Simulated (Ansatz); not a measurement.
# BeClF: complex band structure, part 2 of 2

Wanted: the relaxed cell of BeClF, its band edges and its decay constants. It is built by putting Cl for part of the F in the BeF2 structure of space group P6_222, with the volume rescaled by atomic radii. The parent structure comes from the Materials Project.

Ansatz 0.2.0; PBE DFT, plane waves, PAW files (the session's first sound run).

So far, gap on path (eV): step 3 (the bulk crystal and its band edges, PBE) 6.07; step 7 (PBE JTH, cutoff 1500 eV) 6.06.

The structure was built from a prototype and need not be the compound's stable phase.

## Step 8: Complex bands at another level

This step: PBE DFT, plane waves, JTH PAW files; complex bands by layer matching along the plane's normal (Ansatz 0.2.0).

The complex bands at that level, over its own gap, at (0, 0) and (-0.4271, 0.3333).

Input file input.yaml:

```yaml
crystal:
  lattice:
    - [8.236676198, 0.0, 0.0]
    - [1.961962138, 5.335803432, 0.0]
    - [3.923924277, 1.585788549, 3.795811724]
  atoms:
    - { symbol: Be, position: [0.3333333333, 0.4715169789, 0.7236327088] }
    - { symbol: Be, position: [0.0, 0.4715169789, 0.4715169789] }
    - { symbol: Be, position: [0.6666666667, 0.0569660421, 0.8048503123] }
    - { symbol: Cl, position: [0.5, 0.8322989406, 0.3322989406] }
    - { symbol: F, position: [0.1666666667, 0.5182995918, 0.0741835374] }
    - { symbol: Cl, position: [0.1666666667, 0.3354021187, 0.665632274] }
    - { symbol: Cl, position: [0.8333333333, 0.8322989406, 0.5020687854] }
    - { symbol: F, position: [0.8333333333, 0.2408502041, 0.6849662585] }
    - { symbol: F, position: [0.5, 0.2408502041, 0.7408502041] }
kpoints:
  mp_grid: { grid: [6, 6, 6] }
scf:
  occupations: { method: fixed }
hamiltonian:
  xc: pbe
  pseudopotentials: { kind: paw, source: jth }
output:
  eigenvalues: true
  transmission:
    leads: [[0, 0]]
    kpoints: [[0.0, 0.0], [-0.4271, 0.3333]]
    e_range: [-1.0, 7.06]
    de: 0.16
```

Started as:

```sh
$ ansatz run input.yaml --threads 2 --pin off --max-ram 4096MiB --backend cpu --events-out ev --progress --plain --runs-dir out
```

Wall time 0.59 s (2 threads of Arm Neoverse V1, shared host); peak memory 0.32 GiB.

The input was rejected at the start.

The program's message: “Error: memory limit exceeded: the `transmission` phase of `transmission` needs 14.52 GiB against the run's memory maximum of 4.00 GiB; largest carriers: transmission 14.01 GiB, unmodelled-tail allowan …”

## Step 9: A check of the settings

This step: PBE DFT, plane waves, PAW files; complex bands by layer matching along the plane's normal; changed: output.transmission.e_range = [-0.5, 0.5], output.transmission.de = 0.02 (Ansatz 0.2.0).

This run repeats an earlier one, its twin (the complex run, plane (101)), with two settings changed (output.transmission.e_range, output.transmission.de; files written aside). It is meant to test what the energy window and step decide. Where the input is shown as a difference, that is against the step before, not the twin.

input.yaml: that of step 8 with these lines changed.

```diff
@@ -21,3 +21,2 @@
   xc: pbe
-  pseudopotentials: { kind: paw, source: jth }
 output:
@@ -27,3 +26,3 @@
     kpoints: [[0.0, 0.0], [-0.4271, 0.3333]]
-    e_range: [-1.0, 7.06]
-    de: 0.16
+    e_range: [-0.5, 0.5]
+    de: 0.02
```

Wall time 1.9 min (2 threads); peak memory 1.2 GiB; 3.8 min of CPU time.

Numbers from this step:

```
free energy                         : -5954.0583 eV
Fermi energy                        : -0.1489 eV
gap on the k-mesh                   : 6.078 eV
level to which the leads are filled : 3.039 eV from the Fermi level
```

K parallel (0, 0); values up to 1.5 1/Å, a degenerate pair printed once or twice; energies at which all values exceed this have no row. The Im kz of the slowest decaying states by energy, zero at the highest filled level on the SCF mesh:

| energy (eV) | decay 1 (Å⁻¹) | decay 2 (Å⁻¹) | decay 3 (Å⁻¹) | decay 4 (Å⁻¹) |
| --- | --- | --- | --- | --- |
| -0.500 | 0.0884 | 0.384 | 0.451 | 0.474 |
| -0.460 | 0.119 | 0.368 | 0.462 | 0.476 |
| -0.400 | 0.139 | 0.331 | 0.479 | 0.479 |
| -0.340 | 0.137 | 0.266 | 0.483 | 0.495 |
| -0.300 | 0.119 | 0.178 | 0.487 | 0.506 |
| -0.260 | 0.0368 | 0.490 | 0.516 | 0.886 |
| -0.200 | 0.0924 | 0.289 | 0.498 | 0.532 |
| -0.140 | 0.0379 | 0.213 | 0.397 | 0.509 |
| -0.100 | 0.154 | 0.251 | 0.437 | 0.521 |
| -0.060 | 0.210 | 0.277 | 0.461 | 0.537 |
| 0.000 | 0.269 | 0.307 | 0.482 | 0.567 |
| 0.060 | 0.313 | 0.329 | 0.493 | 0.593 |
| 0.100 | 0.338 | 0.342 | 0.499 | 0.601 |
| 0.140 | 0.353 | 0.360 | 0.504 | 0.609 |
| 0.200 | 0.366 | 0.390 | 0.511 | 0.621 |
| 0.260 | 0.379 | 0.416 | 0.517 | 0.632 |
| 0.300 | 0.386 | 0.431 | 0.522 | 0.639 |
| 0.340 | 0.392 | 0.446 | 0.525 | 0.646 |
| 0.400 | 0.401 | 0.467 | 0.531 | 0.656 |
| 0.460 | 0.409 | 0.486 | 0.536 | 0.666 |
| 0.500 | 0.414 | 0.498 | 0.540 | 0.672 |

K parallel (-0.4271, 0.3333); values up to 1.5 1/Å, a degenerate pair printed once or twice; energies at which all values exceed this have no row. Im kz of the slowest decaying states against energy, zero at the highest filled level on the SCF mesh:

| energy (eV) | decay 1 (Å⁻¹) | decay 2 (Å⁻¹) | decay 3 (Å⁻¹) | decay 4 (Å⁻¹) |
| --- | --- | --- | --- | --- |
| -0.500 | 0.0213 | 0.154 | 0.422 | 0.466 |
| -0.460 | 0.0209 | 0.153 | 0.428 | 0.463 |
| -0.400 | 0.122 | 0.445 | 0.454 | 0.464 |
| -0.340 | 0.402 | 0.435 | 0.511 | 0.551 |
| -0.300 | 0.383 | 0.406 | 0.542 | 0.552 |
| -0.260 | 0.368 | 0.384 | 0.553 | 0.573 |
| -0.200 | 0.0887 | 0.0914 | 0.352 | 0.380 |
| -0.140 | 0.00357 | 0.357 | 0.390 | 0.557 |
| -0.100 | 0.368 | 0.404 | 0.559 | 0.680 |
| -0.060 | 0.117 | 0.380 | 0.425 | 0.561 |
| 0.000 | 0.227 | 0.394 | 0.459 | 0.567 |
| 0.060 | 0.191 | 0.286 | 0.407 | 0.487 |
| 0.100 | 0.248 | 0.316 | 0.415 | 0.500 |
| 0.140 | 0.290 | 0.342 | 0.422 | 0.511 |
| 0.200 | 0.339 | 0.374 | 0.432 | 0.523 |
| 0.260 | 0.377 | 0.402 | 0.441 | 0.533 |
| 0.300 | 0.398 | 0.418 | 0.447 | 0.539 |
| 0.340 | 0.418 | 0.433 | 0.453 | 0.545 |
| 0.400 | 0.444 | 0.454 | 0.461 | 0.552 |
| 0.460 | 0.466 | 0.469 | 0.473 | 0.558 |
| 0.500 | 0.473 | 0.480 | 0.485 | 0.562 |

## Step 10: Results

- band gap: 6.07 eV
- least decay constant at mid-gap, normal to (101): 0.481 Å⁻¹
- least decay constant at mid-gap, normal to (001): 0.527 Å⁻¹
- least decay constant on a mesh, normal to (101): 0.481 Å⁻¹

In words: With PBE, the slowest decay at the wavevectors tried is κ = 0.481 Å⁻¹, normal to (101). Through such a film the transmission near mid-gap falls as exp(−2κd), a factor of ten every 2.4 Å. The directions tried decay at nearly the same rate. A free electron under a barrier of half the gap would need a mass of 0.29 mₑ to decay at this rate. The compound is made up by substitution; its stability against other phases and against distortions of the cell's symmetry was not tested. A semilocal functional narrows gaps, so real decay constants are likely larger.

[Logs are printed without paths, hosts, clocks, repeated set-up lines and the standing remarks that a program may print on its own settings, such as how far it seeks lower states.]

[Hosts, paths, dates, database ids (printed as entryN), source tags and the programs' standing remarks are cut or masked in the printed files.]
